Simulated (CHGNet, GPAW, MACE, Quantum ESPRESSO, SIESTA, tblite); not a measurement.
# Predicting plane-wave site energies from tblite GFN1-xTB: Si in place of C in amorphous carbon (96 atoms)

Density of this cell: 2.69 g/cm³. The cell holds 96 atoms: 96 C. Its edges and angles: a = 8.925 Å, b = 8.925 Å, c = 8.925 Å, α = 90.0°, β = 90.0°, γ = 90.0°. 96 atoms (96 C) placed at random at 2.69 g/cm³, melted at 6000 K for 10 ps at fixed volume with the Tersoff potential (Tersoff, Phys. Rev. B 39, 5566 (1989)). Quenched from 6000 K to 700 K at 200 K/ps and fixed volume, held 5 ps. Then the atoms were relaxed with MACE MPA-0 medium in the fixed cell.

Calculated with Quantum ESPRESSO 7.5: PBE; plane waves, SSSP efficiency, 45/360 Ry; k-points Γ. The cheaper level is tblite GFN1-xTB, tight binding with its own dispersion term; k-points Γ. Each row is one cell with Si in place of C, relaxed with MACE MPA-0 medium; both levels solve the same cells, and energies are counted from site C50 at each level.

```
energy from tblite GFN1-xTB (eV)  energy from plane waves (eV)  site
                           0.000                             0   C50
                           2.191                         1.765   C22
                           3.770                         1.986    C6
                           4.541                             ?     ?
                           6.078                         4.995   C10
```

**Question.** Fit a straight line to the rows given and interpolate to the withheld row.

Worked fit:

Take u as the energy from tblite GFN1-xTB and v as that from plane waves.

| u (eV) | v (eV) |
| --- | --- |
| 0 | 0 |
| 2.19067 | 1.76509 |
| 3.77047 | 1.98571 |
| 6.07752 | 4.99534 |

With n = 4: mean u = 3.00967, mean v = 2.18654, Σ(u − ū)² = 19.719, Σ(u − ū)(v − v̄) = 15.390. Slope b = 15.390 / 19.719 = 0.78046; intercept a = v̄ − b ū = -0.16238.

At the withheld site u = 4.541, and v = a + b u.

Prediction at 4.541: 3.381 eV. The run gave 3.715 eV, so the fit is low by 0.33 eV (9.0 % of the value).

The slope of 0.78 says that tblite GFN1-xTB stretches the spread of the sites. Taken as it stands, without the line, its value misses the withheld site by 0.83 eV. Among the rows given, the largest miss of the fit is at 3.770, by 0.79 eV (16 % of the range of the table).

Limits: Few sites, one cell. The geometries are those of MACE MPA-0 medium, not of DFT.

[Logs are printed without paths, hosts, clocks, repeated set-up lines and the standing remarks that a program may print on its own settings, such as how far it seeks lower states.]

[Hosts, paths, dates, database ids (printed as entryN), source tags and the programs' standing remarks are cut or masked in the printed files.]
